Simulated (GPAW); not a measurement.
# STM contrast on Sc2CS2 MXene monolayer

What would a tunnelling microscope show on Sc2CS2 MXene monolayer?

Calculated with GPAW 26.7.0; GPAW, PAW setups; layer in a repeated cell with vacuum, relaxation of atoms and in-plane cell, in the first sound run; inputs show where later runs differ.

## Step 1: The structure

The cell holds 5 atoms: 2 S, 2 Sc and 1 C. Cell: a = 3.226 Å, b = 3.226 Å, c = 20.116 Å, α = 90.0°, β = 90.0°, γ = 120.0°. Vacuum lies along c.

## Step 2: Relaxing the atoms

The atoms are relaxed first, since the surface dipole, and with it the work function, follows the positions of the outer layers.

run.py

```python
import json
import numpy as np
from ase import Atoms
from ase.filters import FrechetCellFilter
from ase.optimize import BFGS
from gpaw import GPAW, PW

slab = Atoms(
    ['S', 'Sc', 'C', 'Sc', 'S'],
    positions=[
        [-0.00000, 1.86258, 7.00000],
        [1.61304, 0.93129, 8.78527],
        [0.00000, 0.00000, 10.05820],
        [-0.00000, 1.86258, 11.33112],
        [1.61304, 0.93129, 13.11640]],
    cell=[[3.22608, 0.0, 0.0], [-1.61304, 2.79387, 0.0], [0.0, 0.0, 20.1164]],
    pbc=[True, True, True])

slab.calc = GPAW(mode=PW(600), xc='PBE', kpts={'size': (12, 12, 1), 'gamma': True},
                 occupations={'name': 'fermi-dirac', 'width': 0.05}, nbands='160%',
                 convergence={'density': 1e-05}, maxiter=200,
                 symmetry={'tolerance': 1e-3}, txt='slab.txt')
result = {}
# The in-plane cell is free; stress needs a cell that repeats along all three vectors
path = []
opt = BFGS(FrechetCellFilter(slab, mask=[1, 1, 0, 0, 0, 1]), maxstep=0.2)
opt.attach(lambda: path.append((slab.get_potential_energy(), slab.positions.tolist(), slab.get_forces().tolist())))
result['relaxed'] = bool(opt.run(fmax=0.02, steps=45))
result['path'] = path
result['cell'] = slab.cell.tolist()
print('in-plane lattice', slab.cell.cellpar().round(4)[[0, 1, 5]])
energy = slab.get_potential_energy()
fermi = slab.calc.get_fermi_level()
v = slab.calc.get_electrostatic_potential().mean((0, 1)) - fermi
n = slab.calc.get_pseudo_density().mean((0, 1))
L = slab.cell[2, 2]
z = np.arange(len(v)) * L / len(v)
low, high = slab.positions[:, 2].min(), slab.positions[:, 2].max()
below, above = np.interp([low - 4.8, high + 4.8], z, v)
slopes = [np.interp(x, z, np.gradient(v, z)) for x in (low - 4.8, high + 4.8)]
eps = np.array([[slab.calc.get_eigenvalues(k, s) for k in range(len(slab.calc.get_ibz_k_points()))]
                for s in range(slab.calc.get_number_of_spins())]) - fermi
top, bottom = eps[eps < 0].max(), eps[eps > 0].min()
dipole = slab.get_dipole_moment()[2]
print(f'energy {energy:.4f} eV, Fermi level {fermi:.4f} eV, dipole {dipole:.5f} e A')
print(f'potential 4.8 A off the faces, from the Fermi level: lower {below:.4f} eV, upper {above:.4f} eV')
print(f'slope of the potential there: lower {slopes[0]:.5f}, upper {slopes[1]:.5f} eV/A')
print(f'nearest levels on the mesh: {top:.4f} and {bottom:.4f} eV')
print('magnetic moment', round(slab.get_magnetic_moment(), 3))
result.update(energy=energy, fermi=fermi, dipole=dipole, below=below, above=above, slopes=slopes, edges=[top, bottom],
              z=z.tolist(), v=v.tolist(), n=n.tolist(), positions=slab.positions.tolist(),
              forces=slab.get_forces(apply_constraint=False).tolist(), moments=slab.get_magnetic_moments().tolist())
json.dump(result, open('result.json', 'w'))
```

Started as:

```bash
$ OMP_NUM_THREADS=1 OPENBLAS_NUM_THREADS=1 python run.py
```

Log:

```text
Step          Energy          fmax
BFGS:    0      -30.204072        0.790393
BFGS:    1      -30.237112        0.729939
BFGS:    2      -30.370159        0.315249
BFGS:    3      -30.380284        0.210488
BFGS:    4      -30.385323        0.227722
BFGS:    5      -30.393148        0.304154
BFGS:    6      -30.410987        0.447850
BFGS:    7      -30.443029        0.647543
BFGS:    8      -30.472744        0.645130
BFGS:    9      -30.532241        0.332730
BFGS:   10      -30.550670        0.327708
BFGS:   11      -30.555344        0.222090
BFGS:   12      -30.559094        0.067743
BFGS:   13      -30.559689        0.013308
in-plane lattice [  3.5208   3.5209 120.    ]
energy -30.5441 eV, Fermi level -2.0725 eV, dipole -0.00004 e A
potential 4.8 A off the faces, from the Fermi level: lower 6.8384 eV, upper 6.8386 eV
slope of the potential there: lower -0.00004, upper -0.00005 eV/A
nearest levels on the mesh: -0.0227 and 0.0184 eV
magnetic moment 0.0
```

Elapsed: 11 min, on 1 thread of Intel Xeon Platinum 8375C at 2.90GHz (Ice Lake), shared host; peak memory 0.65 GiB.

This step gave:

* dipole along the normal: -4.44e-5 e·Å
* levels nearest the Fermi level on the mesh: -0.02270, 0.01839 eV from the Fermi level

The electrostatic potential energy of an electron (without an applied field's), less the Fermi level, planar mean oscillates, so the rows of the table below give means over windows of 1.59 Å about each position, cut where the curve ends. Its maxima inside the range that stand out by 2 % of the span (Å: eV): 8.0: -3.76, 9.6: -2.30, 10.6: -2.30, 12.2: -3.76. Its minima: 7.3: -13.6, 8.7: -11.2, 10.1: -6.85, 11.4: -11.2, 12.8: -13.6.

Electrostatic potential energy of an electron (without an applied field's), less the Fermi level, planar mean against z; means over each step:

```csv
z (Å),"electrostatic potential energy of an electron (without an applied field's), less the Fermi level, planar mean (eV)"
0.80,6.84
2.39,6.84
3.98,6.84
5.57,6.39
7.16,-5.48
8.75,-6.89
10.34,-4.49
11.93,-7.80
13.52,-0.916
15.11,6.76
16.70,6.84
18.29,6.84
19.88,6.84
```

The pseudo valence density, planar mean by z:

```csv
z (Å),"pseudo valence density, planar mean (e/Å³)"
4,6.6e-5
5,0.00167
6,0.0420
7,0.347
8,0.390
9,0.751
10,0.386
11,0.580
12,0.429
13,0.343
14,0.0610
15,0.00247
16,9.8e-5
```

The relaxation lowered the energy of the cell by 0.353 eV (energies extrapolated to zero smearing; the optimiser's log prints free energies). The largest force left on a free atom is 0.012 eV/Å.

## Step 3: Plane waves, PBE

With the geometry fixed, the planar mean of the potential gives the vacuum level on each side.

This step: GPAW, PAW setups; slab in vacuum (GPAW 26.7.0).

The cell differs from the one that the last finished run ended in (c 20.116 → 19.555 Å).

run.py

```python
import json
import numpy as np
from ase import Atoms
from ase.dft.stm import STM
from gpaw import GPAW, PW

slab = Atoms(
    ['S', 'Sc', 'C', 'Sc', 'S'],
    positions=[
        [-0.00000, 2.03276, 7.00000],
        [1.76042, 1.01638, 8.43666],
        [0.00000, -0.00000, 9.77759],
        [-0.00000, 2.03276, 11.11850],
        [1.76042, 1.01638, 12.55517]],
    cell=[[3.52085, -0.0, 0.0], [-1.76042, 3.04915, 0.0], [0.0, 0.0, 19.5552]],
    pbc=[True, True, False])

slab.calc = GPAW(mode=PW(500), xc='PBE', kpts={'size': (12, 12, 1), 'gamma': True},
                 occupations={'name': 'fermi-dirac', 'width': 0.05}, nbands='160%',
                 convergence={'density': 1e-05}, maxiter=200,
                 poissonsolver={'dipolelayer': 'xy'},
                 symmetry={'tolerance': 1e-3}, txt='slab.txt')
result = {}
energy = slab.get_potential_energy()
fermi = slab.calc.get_fermi_level()
v = slab.calc.get_electrostatic_potential().mean((0, 1)) - fermi
n = slab.calc.get_pseudo_density().mean((0, 1))
L = slab.cell[2, 2]
z = np.arange(len(v)) * L / len(v)
low, high = slab.positions[:, 2].min(), slab.positions[:, 2].max()
below, above = np.interp([low - 4.8, high + 4.8], z, v)
slopes = [np.interp(x, z, np.gradient(v, z)) for x in (low - 4.8, high + 4.8)]
eps = np.array([[slab.calc.get_eigenvalues(k, s) for k in range(len(slab.calc.get_ibz_k_points()))]
                for s in range(slab.calc.get_number_of_spins())]) - fermi
top, bottom = eps[eps < 0].max(), eps[eps > 0].min()
dipole = slab.get_dipole_moment()[2]
print(f'energy {energy:.4f} eV, Fermi level {fermi:.4f} eV, dipole {dipole:.5f} e A')
print(f'potential 4.8 A off the faces, from the Fermi level: lower {below:.4f} eV, upper {above:.4f} eV')
print(f'slope of the potential there: lower {slopes[0]:.5f}, upper {slopes[1]:.5f} eV/A')
print(f'nearest levels on the mesh: {top:.4f} and {bottom:.4f} eV')
print('magnetic moment', round(slab.get_magnetic_moment(), 3))
result.update(energy=energy, fermi=fermi, dipole=dipole, below=below, above=above, slopes=slopes, edges=[top, bottom],
              z=z.tolist(), v=v.tolist(), n=n.tolist(), positions=slab.positions.tolist(),
              forces=slab.get_forces(apply_constraint=False).tolist(), moments=slab.get_magnetic_moments().tolist())

# Images need the states of the whole zone, up to time reversal
slab.calc = slab.calc.fixed_density(symmetry={'point_group': False}, txt='states.txt', nbands='250%',
                                    convergence={'bands': 'CBM+1.8'})
stm = STM(slab)
result['stm'] = []
for bias in [-2.0, -1.0, 1.5]:
    height = high + 3.0
    current = stm.get_averaged_current(bias, height)
    x, y, h = stm.scan(bias, current)
    i, f = divmod(height / L * stm.ldos.shape[2], 1)
    I = abs((1 - f) * stm.ldos[:, :, int(i)] + f * stm.ldos[:, :, int(i) + 1])
    print(f'bias {bias} V: mean current at 3.0 A {current:.4e}, corrugation {np.ptp(h):.4f} A')
    result['stm'].append(dict(bias=bias, current=current, h=(h - high).tolist(), I=I.tolist()))
json.dump(result, open('result.json', 'w'))
```

Log:

```text
energy -30.5291 eV, Fermi level -1.9361 eV, dipole -0.00043 e A
potential 4.8 A off the faces, from the Fermi level: lower 6.8353 eV, upper 6.8428 eV
slope of the potential there: lower -0.00001, upper 0.00001 eV/A
nearest levels on the mesh: -0.0227 and 0.0184 eV
magnetic moment 0.0
bias -2.0 V: mean current at 3.0 A 6.1354e-05, corrugation 0.5032 A
bias -1.0 V: mean current at 3.0 A 3.2187e-05, corrugation 0.5592 A
bias 1.5 V: mean current at 3.0 A 2.0977e-05, corrugation 0.4415 A
```

Run time: 3.2 min. Hardware: 1 thread; peak memory 0.73 GiB.

Numbers from this step:

| Property | Result |
| --- | --- |
| dipole along the normal | -4.35e-4 e·Å |
| levels nearest the Fermi level on the mesh | -0.02267, 0.01841 eV from the Fermi level |
| upper work function | 6.843 eV |
| lower work function | 6.835 eV |
| corrugation -2 | 0.5032 Å |
| corrugation -1 | 0.5592 Å |
| corrugation 1.5 | 0.4415 Å |

The electrostatic potential energy of an electron (without an applied field's), less the Fermi level, planar mean oscillates, so the rows of the table below give means over windows of 1.49 Å about each position, cut where the curve ends. Its maxima inside the range that stand out by 2 % of the span (Å: eV): 7.7: -3.80, 9.2: -2.35, 10.3: -2.35, 11.8: -3.80. Its minima: 7.0: -13.5, 8.5: -11.1, 9.8: -6.85, 11.1: -11.1, 12.6: -13.5.

Electrostatic potential energy of an electron (without an applied field's), less the Fermi level, planar mean against z; means over each step:

z (Å), electrostatic potential energy of an electron (without an applied field's), less the Fermi level, planar mean (eV) and a bar from the least value:
```
     0.74        6.8 ##############################
     2.23        6.8 ##############################
     3.72        6.8 ##############################
     5.21        6.5 #############################
     6.70       -4.8 #####
     8.19       -7.3 
     9.68       -3.9 #######
    11.17       -7.2 
    12.66       -5.9 ###
    14.15        6.3 #############################
    15.64        6.8 ##############################
    17.13        6.8 ##############################
    18.62        6.8 ##############################
```

Table of pseudo valence density, planar mean by z:

```csv
z (Å),"pseudo valence density, planar mean (e/Å³)"
3.5,3.3e-5
4.0,1.7e-4
4.5,8.3e-4
5.0,0.00413
5.5,0.0213
6.0,0.0987
6.5,0.299
7.0,0.344
7.5,0.397
8.0,0.553
8.5,1.01
9.0,0.407
9.5,0.365
10.0,0.371
10.5,0.375
11.0,0.992
11.5,0.630
12.0,0.391
12.5,0.348
13.0,0.316
13.5,0.116
14.0,0.0250
14.5,0.00497
15.0,0.00101
15.5,2.0e-4
16.0,3.9e-5
```

Tip height over the top atom over a1 and a2. Sample bias -2 V, constant current at the mean current 3.0 Å over the top atom.

Values in Å, 12 rows by 16 columns, each cell a mean:
```
2.75 2.77 2.81 2.86 2.90 2.93 2.96 2.97 2.97 2.95 2.92 2.89 2.84 2.80 2.77 2.74
2.82 2.83 2.84 2.85 2.86 2.87 2.88 2.88 2.88 2.87 2.86 2.85 2.84 2.83 2.82 2.82
2.89 2.88 2.86 2.85 2.83 2.82 2.82 2.83 2.83 2.85 2.86 2.88 2.90 2.91 2.91 2.91
2.97 2.93 2.89 2.85 2.81 2.79 2.80 2.82 2.86 2.90 2.95 2.99 3.01 3.02 3.02 3.01
3.02 2.96 2.90 2.85 2.81 2.80 2.83 2.88 2.94 3.00 3.04 3.07 3.09 3.09 3.08 3.06
3.03 2.97 2.90 2.85 2.82 2.84 2.89 2.96 3.03 3.08 3.12 3.15 3.16 3.15 3.12 3.08
3.02 2.95 2.88 2.85 2.86 2.90 2.98 3.04 3.10 3.15 3.18 3.20 3.20 3.18 3.14 3.09
2.99 2.91 2.86 2.85 2.89 2.96 3.03 3.09 3.15 3.19 3.21 3.21 3.20 3.17 3.12 3.06
2.92 2.86 2.84 2.86 2.92 3.00 3.06 3.12 3.17 3.20 3.21 3.20 3.17 3.13 3.07 3.01
2.84 2.80 2.81 2.86 2.95 3.02 3.07 3.12 3.16 3.18 3.17 3.15 3.11 3.06 3.00 2.92
2.77 2.76 2.80 2.86 2.95 3.02 3.06 3.09 3.12 3.12 3.11 3.08 3.03 2.97 2.90 2.83
2.72 2.74 2.80 2.86 2.93 2.99 3.03 3.05 3.06 3.05 3.03 3.00 2.93 2.87 2.81 2.75
```
Columns: a1 from 0 to 0.95; rows upwards: a2 from 0 to 0.95.

Local density of states summed over the bias window over a1 and a2. Sample bias -2 V, constant height 3.0 Å over the top atom.

Ten even steps from '0' (0.29 × 1e-4 arbitrary) to '9' (1.29 × 1e-4 arbitrary):
```
00001122233222110000
00001112222211100000
00001111111111000000
11111110001111111111
11111000000111112222
22111000001112223332
32210000001223344443
32210000012234555554
43210000123455666655
43211011234567787765
42211112245678998765
32111112356789998765
32111123457899998754
21101123567999997653
11001124568999986542
10001234567888765432
00001234567777654321
00001234556665543210
00001223455554322100
00001123344433211000
```
Columns: a1 from 0 to 0.95; rows upwards: a2 from 0 to 0.95.

Tip height over the top atom over a1 and a2. Sample bias -1 V, constant current at the mean current 3.0 Å over the top atom.

Ten even steps from '_' (2.68 Å) to '@' (3.24 Å):
```
____..::----====++++++++====----::..____
......::::------======------::::......__
::::::::::::::::::::::::::::::::::::::::
----::::::..............::::::----------
==----::....________....::----==========
++==--::..__________..::--==++++++++++++
++==--::..________..::--==++************
**++==::..______..::==++****##########**
**++==::..____..::==++**####%%%%%%%%####
**++==::......::==++**##%%%%@@@@@@%%%%##
**++--::....::--++**##%%@@@@@@@@@@@@%%##
**==--::::::--==**##%%@@@@@@@@@@@@@@%%##
++==--::::--==++**##%%@@@@@@@@@@@@%%##**
++--::::::--++**##%%@@@@@@@@@@@@@@%%##**
==--::::--==++**##%%@@@@@@@@@@@@%%##**++
--::..::--==++**##%%@@@@@@@@@@%%##**++==
::....::--==++**##%%%%@@@@%%%%##**++==--
..__..::--==++**####%%%%%%####**++==--::
______::--==++****########****++==--::__
____..::--==++++**********++++==--::..__
```
Columns: a1 from 0 to 0.95; rows upwards: a2 from 0 to 0.95.

Local density of states summed over the bias window over a1 and a2. Sample bias -1 V, constant height 3.0 Å over the top atom.

Ten even steps from '0' (1.43 × 1e-5 arbitrary) to '9' (7.29 × 1e-5 arbitrary):
```
00001122222222110000
00001111111111100000
00000001111000000000
11100000000000111111
11100000000001112222
22100000000012223332
32110000001123344443
32110000011234555554
32110000112345666654
42110001124567787765
32100001235678998765
32100012346789998764
32100123457899998754
21101123567999997653
11001124568999986542
10001234567888765432
00001234567777654321
00001234556665543210
00001223445544322100
00001123334333211000
```
Columns: a1 from 0 to 0.95; rows upwards: a2 from 0 to 0.95.

Tip height over the top atom over a1 and a2. Sample bias 1.5 V, constant current at the mean current 3.0 Å over the top atom.

Ten even steps from '0' (2.75 Å) to '9' (3.19 Å):
```
11223344555544332211
22222333333333222222
22222222222222222222
33222111111122233333
43321100001123344444
54321000001234555555
54321000012345666666
65321000123566777776
65321001235677888877
65321112356778999877
65321123567889999887
64322234677899999877
54322345678999999876
53222356789999999876
43223456789999998765
32223456789999987654
22223456788888876543
21223456777877765432
11223456677776654322
11223455666665543221
```
Columns: a1 from 0 to 0.95; rows upwards: a2 from 0 to 0.95.

Local density of states summed over the bias window over a1 and a2. Sample bias 1.5 V, constant height 3.0 Å over the top atom.

Values in units of 1e-5 arbitrary, 12 rows by 16 columns, each cell a mean:
```
1.5 1.5 1.6 1.6 1.7 1.8 1.9 1.9 1.9 1.9 1.8 1.7 1.6 1.6 1.5 1.5
1.6 1.6 1.6 1.6 1.6 1.6 1.6 1.6 1.6 1.6 1.6 1.6 1.6 1.6 1.6 1.6
1.8 1.7 1.6 1.5 1.4 1.4 1.4 1.4 1.4 1.5 1.6 1.7 1.8 1.8 1.9 1.8
2.0 1.8 1.6 1.5 1.3 1.3 1.3 1.4 1.5 1.7 1.9 2.1 2.2 2.3 2.3 2.2
2.2 1.9 1.6 1.4 1.3 1.3 1.4 1.5 1.8 2.1 2.3 2.6 2.7 2.7 2.6 2.5
2.2 1.9 1.6 1.5 1.4 1.4 1.6 1.9 2.2 2.6 2.9 3.1 3.2 3.1 2.9 2.6
2.2 1.9 1.6 1.5 1.5 1.7 2.0 2.3 2.8 3.1 3.4 3.6 3.6 3.3 3.0 2.6
2.0 1.8 1.6 1.6 1.7 1.9 2.3 2.7 3.2 3.5 3.7 3.8 3.6 3.3 2.9 2.5
1.9 1.7 1.6 1.6 1.9 2.2 2.5 2.9 3.4 3.6 3.7 3.6 3.4 3.0 2.6 2.2
1.6 1.6 1.6 1.7 2.0 2.3 2.6 3.0 3.2 3.3 3.3 3.2 2.9 2.5 2.2 1.9
1.5 1.5 1.6 1.7 2.0 2.2 2.5 2.7 2.9 2.9 2.8 2.6 2.3 2.1 1.8 1.6
1.4 1.5 1.6 1.7 1.9 2.1 2.2 2.4 2.4 2.4 2.3 2.1 1.9 1.7 1.6 1.5
```
Columns: a1 from 0 to 0.95; rows upwards: a2 from 0 to 0.95.

The potential is flat to 8.5e-6 eV/Å where it is read, so the vacuum is wide enough.

## Step 4: A changed run

One more run, with changed settings.

run.py: that of step 3 with these lines changed.

```diff
@@ -3,3 +3,2 @@
 from ase import Atoms
-from ase.dft.stm import STM
 from gpaw import GPAW, PW
@@ -17,5 +16,5 @@
 
-slab.calc = GPAW(mode=PW(500), xc='PBE', kpts={'size': (12, 12, 1), 'gamma': True},
+slab.calc = GPAW(mode=PW(500), xc='pbe96', kpts={'size': (12, 12, 1), 'gamma': True},
                  occupations={'name': 'fermi-dirac', 'width': 0.05}, nbands='160%',
-                 convergence={'density': 1e-05}, maxiter=200,
+                 convergence={'density': 1e-05}, maxiter=100,
                  poissonsolver={'dipolelayer': 'xy'},
@@ -44,16 +43,2 @@
               forces=slab.get_forces(apply_constraint=False).tolist(), moments=slab.get_magnetic_moments().tolist())
-
-# Images need the states of the whole zone, up to time reversal
-slab.calc = slab.calc.fixed_density(symmetry={'point_group': False}, txt='states.txt', nbands='250%',
-                                    convergence={'bands': 'CBM+1.8'})
-stm = STM(slab)
-result['stm'] = []
-for bias in [-2.0, -1.0, 1.5]:
-    height = high + 3.0
-    current = stm.get_averaged_current(bias, height)
-    x, y, h = stm.scan(bias, current)
-    i, f = divmod(height / L * stm.ldos.shape[2], 1)
-    I = abs((1 - f) * stm.ldos[:, :, int(i)] + f * stm.ldos[:, :, int(i) + 1])
-    print(f'bias {bias} V: mean current at 3.0 A {current:.4e}, corrugation {np.ptp(h):.4f} A')
-    result['stm'].append(dict(bias=bias, current=current, h=(h - high).tolist(), I=I.tolist()))
 json.dump(result, open('result.json', 'w'))
```

Log:

```text
NameError: Unknown functional: pbe96.
```

It took 0.61 s on 1 thread; peak memory 0.1 GiB.

The program refused the input before any cycle.

The program's message: “NameError: Unknown functional: pbe96.”

The change that led to it: xc = "pbe96".

## Step 5: What came out

| Property | Result |
| --- | --- |
| work function, upper and lower face | 6.843 and 6.835 eV |
| dipole along the normal | -4.3e-4 e Å |
| corrugation at -2 V | 0.503 Å |
| corrugation at -1 V | 0.559 Å |
| corrugation at 1.5 V | 0.442 Å |

In words: The corrugation at constant current is largest at -1 V, where the tip height varies by 0.56 Å over the cell. Negative sample bias images filled states, positive bias empty ones. The images are of Tersoff-Hamann type: an s-wave tip, no tip-sample forces, heights closer than in a microscope. The starting lattice was a guess from atomic radii; the relaxation moved it by 9 %. The small printed dipole stands for a step of 7.3 meV from the lower to the upper face, and the probes find 7.5 meV; values this small are near the numerical noise of both. The layer's cell and atoms come from the relaxation; spin-orbit coupling and temperature are left out.

[Logs are printed without paths, hosts, clocks, repeated set-up lines and the standing remarks that a program may print on its own settings, such as how far it seeks lower states.]

[Hosts, paths, dates, database ids (printed as entryN), source tags and the programs' standing remarks are cut or masked in the printed files.]
